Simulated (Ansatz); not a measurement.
# Phonons of FeSi2 (Linzhiite, P4/mmm) against volume

Wanted: Grüneisen parameters and pressure coefficients of the modes of FeSi2 (Linzhiite, P4/mmm).

Main program and level: Ansatz 0.2.0; DFT LDA, scalar-relativistic, plane waves, PAW; PAW set soft_1.

## 1. Starting point

The structure is tetragonal, space group P4/mmm (No. 123). Conventional cell: a = 2.684 Å, b = 2.684 Å, c = 5.128 Å, α = 90.00°, β = 90.00°, γ = 90.00°. Nearest to Si lie 4 Fe at 2.35 Å and 1 Si at 2.36 Å. Nearest to Fe lie 8 Si at 2.35 Å. Farther neighbours are not listed.

## 2. Bringing the structure to rest

The cell and atoms are relaxed, since residual forces and stress would shift the frequencies.

File input.yaml:

```yaml
crystal:
  lattice:
    - [2.684, 0.0, 0.0]
    - [0.0, 2.684, 0.0]
    - [0.0, 0.0, 5.128]
  atoms:
    - { symbol: Si, position: [0.5, 0.5, 0.27] }
    - { symbol: Si, position: [0.5, 0.5, 0.73] }
    - { symbol: Fe, position: [0.0, 0.0, 0.0] }
kpoints:
  mp_grid: { grid: [16, 16, 8] }
hamiltonian:
  xc: lda
  pseudopotentials: { kind: paw, azcp: { folder: soft_1 }, xc_functional: pbe }
scf:
  occupations: { method: gaussian, width: 0.1 }
output:
  forces: true
  stress: true
  eigenvalues: true
relax:
  adjacent_minimum: "off"
  f_tol: 0.005
  max_steps: 80
  cell: { stress_tol: 0.05 }
```

On the command line:

```sh
ansatz run input.yaml --threads 4 --pin off --max-ram 10240MiB --backend cpu --events-out ev --progress --plain --runs-dir out
```

Numbers of over 12 decimals in the logs are rounded to 6 here.

Output:

```text
Engine: ansatz 0.2.0, x86_64-unknown-linux-gnu
Pseudopotentials: kind: paw
Pseudopotential: Si, paw, valence charge 4, recommended cutoff 420 eV (normal), soft_1/Si.paw.azcp
Pseudopotential: Fe, paw, valence charge 16, recommended cutoff 420 eV (normal), soft_1/Fe.paw.azcp
Functional definition: SPW92
  exchange = slater_x
  correlation = pw_c
Crystal: 3 atoms, lattice volume = 36.941 Å³
Basis set: ecut = 420 eV, 741 PW (Γ)
Bands: 16, of which v1, the nominal top of the filled ones, is band 12 counted from 1 (11 counted from 0)
Symmetry: 16 space group operations
Space group: P4/mmm (ITA 123), of the structure as read, at distance tolerance 3.3e-5 Å
k-points: 225 of 2048
Non-local potential: Si, projectors of the file, l = 0: 2, l = 1: 2, l = 2: 1
Non-local potential: Fe, projectors of the file, l = 0: 3, l = 1: 2, l = 2: 3, l = 3: 1
PAW form: soft (Blöchl's): semilocal exchange-correlation on the pseudo side does not see the compensation charge
PAW frozen core: Si, regenerated for the run's functional, and the local potential with it (the file was generated under x = pbe(κ = 0.804, μ = 0.219515), c = pbe(β = 0.066725))
PAW frozen core: Fe, regenerated for the run's functional, and the local potential with it (the file was generated under x = pbe(κ = 0.804, μ = 0.219515), c = pbe(β = 0.066725))
PAW one-centre angular grid: Si, 110 points (default); XC on 64 Gauss nodes
PAW one-centre angular grid: Fe, 590 points (default); XC on 64 Gauss nodes
Initial density: superposition of atomic densities (chi_scale 0.1, normalization cell, long waves kept (reshape's long-wave potential 0.00 eV rms))
Initial wavefunctions: pseudopotential atomic-orbital guess
Functional: x = slater, c = lda
SCF iter   1: F=—  HF=-5640.742882 eV  |F-HF|=—  |Δ(HF+E_count)|=         —  Δρ=1.31e-1  dr2=1.37e1  ethr=3.10e-3  ⟨swp⟩=5.3  Hψ=19476  notcnv=0
preconditioner: auto → none  [metal: Δε(μ)=0.002 eV  Ē_g=8.051 eV  σ=0.100 eV  W_gap=0.01  n_scr=8 (ndim 8)  ℏωp=24.4 eV  f_vac=0.000  D(μ)=1.89/eV (n_scr^D=16)  sad-step TF]
SCF iter   2: F=—  HF=-5640.437743 eV  |F-HF|=—  |Δ(HF+E_count)|=   3.05e-1  Δρ=1.46e-1  dr2=1.38e1  ethr=3.10e-3  ⟨swp⟩=2.0  Hψ=6227  notcnv=0  defer=7
SCF iter   3: F=—  HF=-5639.077928 eV  |F-HF|=—  |Δ(HF+E_count)|=    1.36e0  Δρ=5.77e-2  dr2=1.38e0  ethr=3.10e-3  ⟨swp⟩=3.2  Hψ=6952  notcnv=0  defer=7
SCF iter   4: F=—  HF=-5638.929181 eV  |F-HF|=—  |Δ(HF+E_count)|=   1.49e-1  Δρ=1.12e-2  dr2=1.21e-1  ethr=3.10e-3  ⟨swp⟩=2.6  Hψ=7305  notcnv=0
SCF iter   5: F=—  HF=-5638.889830 eV  |F-HF|=—  |Δ(HF+E_count)|=   3.94e-2  Δρ=3.22e-3  dr2=2.27e-3  ethr=5.05e-4  ⟨swp⟩=2.1  Hψ=6016  notcnv=0
SCF iter   6: F=—  HF=-5638.889600 eV  |F-HF|=—  |Δ(HF+E_count)|=   2.30e-4  Δρ=4.43e-4  dr2=2.00e-5  ethr=9.44e-6  ⟨swp⟩=2.0  Hψ=5311  notcnv=0
SCF iter   7: F=—  HF=-5638.889597 eV  |F-HF|=—  |Δ(HF+E_count)|=   2.46e-6  Δρ=1.02e-4  dr2=1.68e-6  ethr=8.35e-8  ⟨swp⟩=2.0  Hψ=6296  notcnv=0
SCF iter   8: F=-5638.889597 eV  HF=-5638.889597 eV  |F-HF|=2.15e-8  |Δ(HF+E_count)|=   4.63e-7  Δρ=1.77e-5  dr2=4.66e-8  ethr=4.17e-10  ⟨swp⟩=4.1  Hψ=16898  notcnv=0
the search or the solves at the SCF's close seem to have found levels that the self-consistency loop had missed (the run counts 1). By its estimate they hold under 1e-12 electrons; where the run keeps them, the occupations were computed again with them
SCF 1 converged in 8 iterations: F = -5638.889597 eV  dr2 = 4.66e-8
  greatest PAW one-centre occupation: 1.001 electrons in one spin orbital (limit 2), on the Fe atom at site 2 (counted from 0), in its partial waves of l = 1
relax step   1: F+E_penalty+E_count = -5638.88959696 eV  Δ(F+E_penalty+E_count) = +0.000e0 eV  max|allowed force component| = 8.681e-2 eV/Å  Δτ_max = 0.0000 Å  P = -5.882 GPa  Ω = 36.941 Å³  (8 SCF iters, dr2 threshold 1.00e-7 eV, accepted)
Crystal: 3 atoms, lattice volume = 36.200 Å³
Basis set: ecut = 420 eV, 701 PW (Γ)
Initial density: handed on by an earlier stage of this run
Initial wavefunctions: those handed on with the density
iter 1 solved again at ethr=7.09e-6 eV; its pass at ethr=3.10e-3 eV (dr2=1.70e-3 eV) is discarded
SCF iter   1: F=—  HF=-5638.909892 eV  |F-HF|=—  |Δ(HF+E_count)|=         —  Δρ=2.15e-3  dr2=1.68e-3  ethr=7.09e-6  ⟨swp⟩=1.0  Hψ=21474  notcnv=0
preconditioner: auto → none  [metal: Δε(μ)=0.006 eV  Ē_g=7.697 eV  σ=0.100 eV  W_gap=0.03  n_scr=8 (ndim 8)  ℏωp=24.7 eV  f_vac=0.000  D(μ)=1.01/eV (n_scr^D=2)]
SCF iter   2: F=—  HF=-5638.909366 eV  |F-HF|=—  |Δ(HF+E_count)|=   5.26e-4  Δρ=8.80e-4  dr2=2.16e-4  ethr=6.98e-6  ⟨swp⟩=2.0  Hψ=5084  notcnv=0
SCF iter   3: F=—  HF=-5638.909291 eV  |F-HF|=—  |Δ(HF+E_count)|=   7.52e-5  Δρ=3.49e-4  dr2=3.16e-5  ethr=8.99e-7  ⟨swp⟩=2.0  Hψ=5075  notcnv=0
SCF iter   4: F=—  HF=-5638.909282 eV  |F-HF|=—  |Δ(HF+E_count)|=   8.85e-6  Δρ=7.60e-5  dr2=1.20e-6  ethr=1.32e-7  ⟨swp⟩=2.0  Hψ=5089  notcnv=0
iter 5 did not close the SCF: its close was put off for the readings that it lacked (scf_convergence_deferred on its scf_iter line)
SCF iter   5: F=-5638.909282 eV  HF=-5638.909282 eV  |F-HF|=8.29e-8  |Δ(HF+E_count)|=   3.66e-7  Δρ=1.45e-5  dr2=9.61e-8  ethr=4.99e-9  ⟨swp⟩=2.0  Hψ=5380  notcnv=0
SCF iter   6: F=-5638.909282 eV  HF=-5638.909282 eV  |F-HF|=5.09e-10  |Δ(HF+E_count)|=   1.78e-8  Δρ=9.66e-7  dr2=5.91e-10  ethr=4.00e-10  ⟨swp⟩=2.4  Hψ=12754  notcnv=0
SCF 2 converged in 6 iterations: F = -5638.909282 eV  dr2 = 5.91e-10
relax step   2: F+E_penalty+E_count = -5638.90928206 eV  Δ(F+E_penalty+E_count) = -1.969e-2 eV  max|allowed force component| = 7.059e-2 eV/Å  Δτ_max = 0.0081 Å  P = -2.228 GPa  Ω = 36.200 Å³  energy of the carried Pulay correction = +2.306e-4 eV  (6 SCF iters, dr2 threshold 3.00e-7 eV, accepted)
Crystal: 3 atoms, lattice volume = 35.808 Å³
iter 1 solved again at ethr=3.57e-6 eV; its pass at ethr=3.10e-3 eV (dr2=8.56e-4 eV) is discarded
SCF iter   1: F=—  HF=-5638.912402 eV  |F-HF|=—  |Δ(HF+E_count)|=         —  Δρ=1.02e-3  dr2=8.62e-4  ethr=3.57e-6  ⟨swp⟩=2.0  Hψ=21433  notcnv=0
preconditioner: auto → none  [metal: Δε(μ)=0.019 eV  Ē_g=7.774 eV  σ=0.100 eV  W_gap=0.11  n_scr=8 (ndim 8)  ℏωp=24.8 eV  f_vac=0.000  D(μ)=0.98/eV (n_scr^D=2)]
SCF iter   2: F=—  HF=-5638.912174 eV  |F-HF|=—  |Δ(HF+E_count)|=   2.28e-4  Δρ=6.42e-4  dr2=1.14e-4  ethr=3.57e-6  ⟨swp⟩=2.0  Hψ=5037  notcnv=0
SCF iter   3: F=—  HF=-5638.912145 eV  |F-HF|=—  |Δ(HF+E_count)|=   2.86e-5  Δρ=1.95e-4  dr2=1.53e-5  ethr=4.76e-7  ⟨swp⟩=2.0  Hψ=5067  notcnv=0
SCF iter   4: F=—  HF=-5638.912144 eV  |F-HF|=—  |Δ(HF+E_count)|=   1.44e-6  Δρ=9.27e-5  dr2=3.10e-6  ethr=6.38e-8  ⟨swp⟩=2.1  Hψ=5443  notcnv=0
iter 5 did not close the SCF: its close was put off for the readings that it lacked (scf_convergence_deferred on its scf_iter line)
SCF iter   5: F=-5638.912144 eV  HF=-5638.912144 eV  |F-HF|=1.72e-8  |Δ(HF+E_count)|=   1.23e-9  Δρ=1.50e-5  dr2=5.91e-8  ethr=1.29e-8  ⟨swp⟩=2.4  Hψ=5272  notcnv=0
SCF iter   6: F=-5638.912144 eV  HF=-5638.912144 eV  |F-HF|=2.79e-10  |Δ(HF+E_count)|=   3.28e-9  Δρ=1.43e-6  dr2=6.14e-10  ethr=2.46e-10  ⟨swp⟩=2.5  Hψ=12664  notcnv=0
SCF 3 converged in 6 iterations: F = -5638.912144 eV  dr2 = 6.14e-10
relax step   3: F+E_penalty+E_count = -5638.91214365 eV  Δ(F+E_penalty+E_count) = -2.862e-3 eV  max|allowed force component| = 6.131e-3 eV/Å  Δτ_max = 0.0012 Å  P = +0.141 GPa  Ω = 35.808 Å³  energy of the carried Pulay correction = +3.545e-4 eV  (6 SCF iters, dr2 threshold 3.00e-7 eV, accepted)
[...]
relax step   4: F+E_penalty+E_count = -5638.91215526 eV  Δ(F+E_penalty+E_count) = -1.161e-5 eV  max|allowed force component| = 6.002e-4 eV/Å  Δτ_max = 0.0002 Å  P = -0.002 GPa  Ω = 35.828 Å³  energy of the carried Pulay correction = +3.481e-4 eV  (6 SCF iters, dr2 threshold 1.88e-7 eV, accepted)
Initial wavefunctions: pseudopotential atomic-orbital guess (no wavefunctions were taken with the density)
iter 1 solved again at ethr=7.65e-7 eV; its pass at ethr=3.10e-3 eV (dr2=1.84e-4 eV) is discarded
SCF iter   1: F=—  HF=-5638.911824 eV  |F-HF|=—  |Δ(HF+E_count)|=         —  Δρ=2.52e-5  dr2=2.11e-8  ethr=7.65e-7  ⟨swp⟩=2.7  Hψ=28252  notcnv=0
eigensolver tolerance schedule: the retry pair's looser diagonalisation over-reported the residual by 8721.22 of it (diagonalisation noise at an unbounded share of the residual, at the tolerance the schedule requests for it); recorded, not acted on — ethr = c·dr2/N_el stays at c = 1.0e-1
preconditioner: auto → none  [metal: Δε(μ)=0.022 eV  Ē_g=7.764 eV  σ=0.100 eV  W_gap=0.12  n_scr=8 (ndim 8)  ℏωp=24.8 eV  f_vac=0.000  D(μ)=0.98/eV (n_scr^D=2)]
SCF iter   2: F=—  HF=-5638.911824 eV  |F-HF|=—  |Δ(HF+E_count)|=   6.62e-7  Δρ=1.27e-5  dr2=5.65e-9  ethr=8.77e-11  ⟨swp⟩=2.9  Hψ=7265  notcnv=0
SCF iter   3: F=—  HF=-5638.911824 eV  |F-HF|=—  |Δ(HF+E_count)|=   1.61e-8  Δρ=3.09e-6  dr2=1.77e-9  ethr=2.36e-11  ⟨swp⟩=2.0  Hψ=5069  notcnv=0
SCF iter   4: F=—  HF=-5638.911824 eV  |F-HF|=—  |Δ(HF+E_count)|=  1.55e-11  Δρ=5.63e-7  dr2=9.57e-11  ethr=7.38e-12  ⟨swp⟩=2.0  Hψ=5061  notcnv=0
iter 5 did not close the SCF: its close was put off for the readings that it lacked (scf_convergence_deferred on its scf_iter line)
SCF iter   5: F=-5638.911824 eV  HF=-5638.911824 eV  |F-HF|=1.18e-11  |Δ(HF+E_count)|=  1.00e-11  Δρ=2.49e-7  dr2=2.13e-11  ethr=1.00e-12  ⟨swp⟩=1.5  Hψ=4033  notcnv=0
SCF iter   6: F=-5638.911824 eV  HF=-5638.911824 eV  |F-HF|=2.73e-12  |Δ(HF+E_count)|=  4.55e-12  Δρ=1.66e-8  dr2=1.19e-13  ethr=1.00e-12  ⟨swp⟩=4.8  Hψ=15989  notcnv=0
SCF 5 converged in 6 iterations: F = -5638.911824 eV  dr2 = 1.19e-13
relax step   5: F+E_penalty+E_count = -5638.91182419 eV  Δ(F+E_penalty+E_count) = +3.311e-4 eV  max|allowed force component| = 3.622e-4 eV/Å  Δτ_max = 0.0000 Å  P = -0.005 GPa  Ω = 35.828 Å³  stress off target by 1.01e-2 GPa  SCF on the basis re-selected at this cell (its energy is not comparable with the rows above)  (6 SCF iters)
basis re-selected at this cell: Δ(F+E_penalty+E_count) = +3.311e-4 eV, ΔP = -0.004 GPa vs the last step (what re-selecting the basis moved, of the pressure what is left beyond the Pulay correction that the steps carried, after the strain that the cell walked since its last selection, with what the two solves' SCF thresholds leave and, on support functions, any second-order correction that the steps lacked; it is no m [...]
SCF converged after 6 iterations
Free energy (F): -5638.911824 eV
Harris-Foulkes:  -5638.911824 eV  (|F-HF|=2.73e-12)
Internal energy: -5638.906913 eV  (E = F + TS)
E sigma→0 (E₀):  -5638.909368 eV
Entropy (-TS):   -0.004911 eV (-1.637 meV/atom)
Fermi energy:    14.553868 eV
--- Per-component energies (eV) ---
  E_band       = -216.553760
  E_kinetic    = 429.343457
  E_local      = -3541.150953  (includes V_loc(G=0)·N_el)
  E_nonlocal   = 339.469341
  E_hartree    = 1567.187913
  E_xc         = -228.658972
  E_vxc        = -246.855233  (∫ρ·V_xc dr)
  E_paw        = -2292.255887  (= ΣΔE_a)
  E_vpaw       = -331.735506  (= ΣTr[D̂ρ^β])
  E_aug_tail   = -0.000716  (compensation charges beyond the density's cutoff)
  E_ewald      = -1913.411294
  E_core_change = 0.570198  (= ΣΔE_core)
  E_smearing   = -0.004911  (= −TS)
  E_closure    = -0.000000  (closes the sum)
  Σ components = -5638.911824   (vs F -5638.911824, Δ=0.00e0)
--- Forces (eV/Å), atoms counted from 1 ---
  atom   1  Si     0.00000000     0.00000000    -0.00036218
  atom   2  Si     0.00000000     0.00000000     0.00036218
  atom   3  Fe    -0.00000000    -0.00000000     0.00000000
  max |Σ_I F_I| component: 3.94e-31 eV/Å
--- Stress (GPa, compression-positive) ---
       -0.002954       0.000000       0.000000
        0.000000      -0.002954       0.000000
        0.000000       0.000000      -0.010144
  P = ⅓ Tr σ = -0.0054 GPa (-0.054 kbar)
--- Band table (eV; the first three rows and the last of 225) ---
  k-point 0: bands = [... 8 lower, 12.8261, 12.9818, 12.9818, 13.9208, 19.1938, 19.1938, 21.2130, 21.7890]
  k-point 1: bands = [... 8 lower, 12.7918, 12.9749, 12.9749, 13.9209, 19.2962, 19.2962, 20.2019, 21.5889]
  k-point 2: bands = [... 8 lower, 12.6678, 12.9583, 12.9583, 13.9211, 18.7535, 19.5925, 19.5925, 21.2662]
  k-point 224: bands = [... 8 lower, 11.2388, 11.2388, 12.6817, 14.7215, 14.9479, 14.9479, 15.7086, 17.6069]
--- Relaxed structure (4 steps of the walk, 4 accepted, 1 SCFs on fresh bases) ---
  F+E_penalty+E_count = -5638.91182419 eV   max|allowed force component| = 3.622e-4 eV/Å   (the final SCF, on the basis selected at the relaxed cell)
  cell:  # Å, volume = 35.8281 Å³
    - [2.659134, 0, 0.0]
    - [0, 2.659134, 0.0]
    - [0.0, 0.0, 5.066911]
  atoms:
    - { symbol: Si, position: [0.5, 0.5, 0.271396] }
    - { symbol: Si, position: [0.5, 0.5, 0.728604] }
    - { symbol: Fe, position: [0, 0, 0] }
```

Run time: 7.9 s. Hardware: 4 threads of AMD EPYC 7B13 (Zen 3), shared host; peak memory 0.49 GiB.

This run has no spin polarisation, although Fe can carry a moment.

Step by step:

| step | energy less that of the first step (eV) | largest force component (eV/Å) | pressure (GPa) | volume (Å³) |
| --- | --- | --- | --- | --- |
| 1 | 0.0000 | 0.0868 | -5.88 | 36.94 |
| 2 | -0.0197 | 0.0706 | -2.23 | 36.20 |
| 3 | -0.0225 | 0.0061 | 0.14 | 35.81 |
| 4 | -0.0226 | 0.0006 | 0.00 | 35.83 |
| 5* | -0.0222 | 0.0004 | -0.01 | 35.83 |

Relaxation steps marked * repeat the geometry before them on a plane-wave basis chosen anew for their cell, so energy and pressure can jump there.

Forces are held to the 16 operations that the run works with; a distortion that breaks them can't arise in this run.

| conventional cell, symmetrised | before | after | change |
| --- | --- | --- | --- |
| a (Å) | 2.684 | 2.659 | -0.9 % |
| b (Å) | 2.684 | 2.659 | -0.9 % |
| c (Å) | 5.128 | 5.067 | -1.2 % |
| volume (Å³/atom) | 12.31 | 11.94 | -3.0 % |

Final coordinates:

```xyz
3
Lattice="2.6591 0.0000 0.0000 0.0000 2.6591 0.0000 0.0000 0.0000 5.0669" Properties=species:S:1:pos:R:3 pbc="T T T"
Si    1.3296    1.3296    1.3751
Si    1.3296    1.3296    3.6918
Fe    0.0000    0.0000    0.0000
```

This step gave:

- pressure: -0.005351 GPa
- volume per atom: 11.94 Å³
- gap on the k-mesh: 0 eV

In this step the volume went from 12.31 to 11.94 Å³/atom.

## 3. Tight relaxation

Phonons need small forces and stress, so the relaxation is finished with tight tolerances on 16×16×8 k points.

input.yaml, the sections that differ from step 2:

```yaml
crystal:
  lattice:
    - [2.6591337801, 0.0, 0.0]
    - [0.0, 2.6591337801, 0.0]
    - [0.0, 0.0, 5.0669114767]
  atoms:
    - { symbol: Si, position: [0.5, 0.5, 0.2713963105] }
    - { symbol: Si, position: [0.5, 0.5, 0.7286036895] }
    - { symbol: Fe, position: [0.0, 0.0, 0.0] }
scf:
  occupations: { method: methfessel_paxton, width: 0.2 }
relax:
  adjacent_minimum: "off"
  f_tol: 0.001
  max_steps: 60
  cell: { stress_tol: 0.01 }
# kpoints, hamiltonian, output: as in step 2
```

Output:

```text
[...]
Crystal: 3 atoms, lattice volume = 35.828 Å³
Basis set: ecut = 420 eV, 701 PW (Γ)
Bands: 16, of which v1, the nominal top of the filled ones, is band 12 counted from 1 (11 counted from 0)
Symmetry: 16 space group operations
[...]
k-points: 225 of 2048
[...]
k-point 224: bands = [... 8 lower, 11.2428, 11.2428, 12.6845, 14.7249, 14.9502, 14.9502, 15.7111, 17.6118]
--- Relaxed structure (3 steps of the walk, 3 accepted, 1 SCFs on fresh bases) ---
[...]
cell:  # Å, volume = 35.8212 Å³
    - [2.658803, 0, 0.0]
    - [0, 2.658803, 0.0]
    - [0.0, 0.0, 5.067194]
  atoms:
    - { symbol: Si, position: [0.500000, 0.500000, 0.271430] }
    - { symbol: Si, position: [0.500000, 0.500000, 0.728570] }
    - { symbol: Fe, position: [0, 0.0, 0.0] }
[key lines of the parts left out:]
SCF converged after 5 iterations
Free energy (F): -5638.908728 eV
Fermi energy:    14.559640 eV
P = ⅓ Tr σ = -0.0019 GPa (-0.019 kbar)
```

Run time: 5.7 s. Hardware: 4 threads; peak memory 0.5 GiB; 21 s of CPU time.

Little changed from the start: no atom moved by 0.005 Å and no cell edge by 0.1 %.

This step gave:

- pressure: -0.001903 GPa

The largest force component left is 0.18 meV/Å and the pressure is -0.002 GPa, within the tolerances set. The cell now holds 11.94 Å³/atom.

(Part 1 of 2 ends here.)

[Logs are printed without paths, hosts, clocks, repeated set-up lines and the standing remarks that a program may print on its own settings, such as how far it seeks lower states.]

[Hosts, paths, dates, database ids (printed as entryN), source tags and the programs' standing remarks are cut or masked in the printed files.]
